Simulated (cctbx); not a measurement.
**Occupancies in Tb6Ga16Ru7**

Cell a = 12.7080 Å, b = 12.7080 Å, c = 12.7080 Å, α = 90.00°, β = 90.00°, γ = 90.00°; space group Fm-3m (no. 225); nominal formula Tb6Ga16Ru7.

The data are simulated with cctbx, not measured: Mo Kα, λ = 0.71073 Å, to d = 0.7 Å, 80 % of the full sphere, strongest reflection 20000 counts, noise from counting, a 4 % proportional error and a noise floor of 2 counts (s.d.); no absorption, and some extinction, which the refinements don't model.

With every site full:

```text
Rint 0.044, 200 unique reflections to 0.70 A
cycle     R1     wR2    GooF  max shift (A)
   1  0.1447  0.3008  18.951   0.00083
   2  0.0079  0.0162   1.019   0.00000
final R1 0.0079 wR2 0.0162 GooF 1.019  parameters 13  data/parameter 15.4
atom        x        y        z      Ueq    occ   su(xyz)  su(Uiso or U11)
Tb1    0.50000  0.00000  0.72131   0.0046  1.000  0.00001  0.0001
Ru2    0.50000  0.00000  0.00000   0.0043  1.000  0.00000  0.0001
Ru3    0.25000  0.25000  0.00000   0.0061  1.000  0.00000  0.0001
Ga1    0.87639  0.12361  0.62361   0.0072  1.000  0.00002  0.0001
Ga2    0.15544  0.84456  0.84456   0.0079  1.000  0.00002  0.0001
difference map: max 0.52 min -1.09 rms 0.16
Q1    0.0000  0.0000  0.3196   24    0.53  1.25 A from Tb1
Q2    0.1469  0.2500  0.2500   48    0.53  1.70 A from Ga2
Q3    0.0749  0.2030  0.2030   96    0.38  1.27 A from Ru3
Q4    0.0000  0.0883  0.1341   96    0.38  1.58 A from Tb1
Q5    0.0000  0.0000  0.5000    4    0.37  0.00 A from Ru2
Q6    0.0000  0.1020  0.3980   48    0.36  1.62 A from Ga1
```

With the occupancies of the suspect sites free, each still typed as its main element:

```text
Rint 0.044, 200 unique reflections to 0.70 A
cycle     R1     wR2    GooF  max shift (A)
   1  0.0715  0.1525   9.656   0.00005
   2  0.0079  0.0161   1.018   0.00000
final R1 0.0079 wR2 0.0160 GooF 1.015  parameters 15  data/parameter 13.3
atom        x        y        z      Ueq    occ   su(xyz)  su(Uiso or U11)
Tb1    0.50000  0.00000  0.72131   0.0046  0.999  0.00001  0.0001
Ru2    0.50000  0.00000  0.00000   0.0044  1.002  0.00000  0.0002
Ru3    0.25000  0.25000  0.00000   0.0061  1.000  0.00000  0.0001
Ga1    0.87639  0.12361  0.62361   0.0072  1.000  0.00002  0.0001
Ga2    0.15544  0.84456  0.84456   0.0079  1.000  0.00002  0.0001
su of occupancy Tb1: 0.002
su of occupancy Ru2: 0.005
difference map: max 0.53 min -1.08 rms 0.16
Q1    0.0000  0.0000  0.3196   24    0.53  1.25 A from Tb1
Q2    0.1467  0.2500  0.2500   48    0.53  1.70 A from Ga2
Q3    0.0749  0.2031  0.2031   96    0.38  1.27 A from Ru3
Q4    0.0000  0.0884  0.1344   96    0.38  1.58 A from Tb1
Q5    0.0000  0.1019  0.3981   48    0.36  1.62 A from Ga1
Q6    0.0577  0.1278  0.2578  192    0.35  1.72 A from Ru3
```

**Question.** What is the disorder?

X-rays count electrons. Tb1 refines to 0.999(0.002), or 64.9 electrons; the site truly holds 0.9917 Tb and 0.0083 Ru, 64.8 electrons, which is 0.997 of Tb; Ru2 refines to 1.002(0.005), or 44.1 electrons; the site truly holds 0.95 Ru and 0.05 Tb, 45.0 electrons, which is 1.024 of Ru. All are within 3 s.u. of full, so these data don't show the disorder. Occupancy correlates with U and the scale, and the two elements' form factors differ in shape, so the match is approximate.

Freeing them takes R1 from 0.0079 to 0.0079 and GooF from 1.02 to 1.01.

This is a model crystal, built by substitution and not relaxed, with assumed displacement parameters.

[Middle refinement cycles are left out of these outputs.]

[Logs are printed without paths, hosts, clocks, repeated set-up lines and the standing remarks that a program may print on its own settings, such as how far it seeks lower states.]
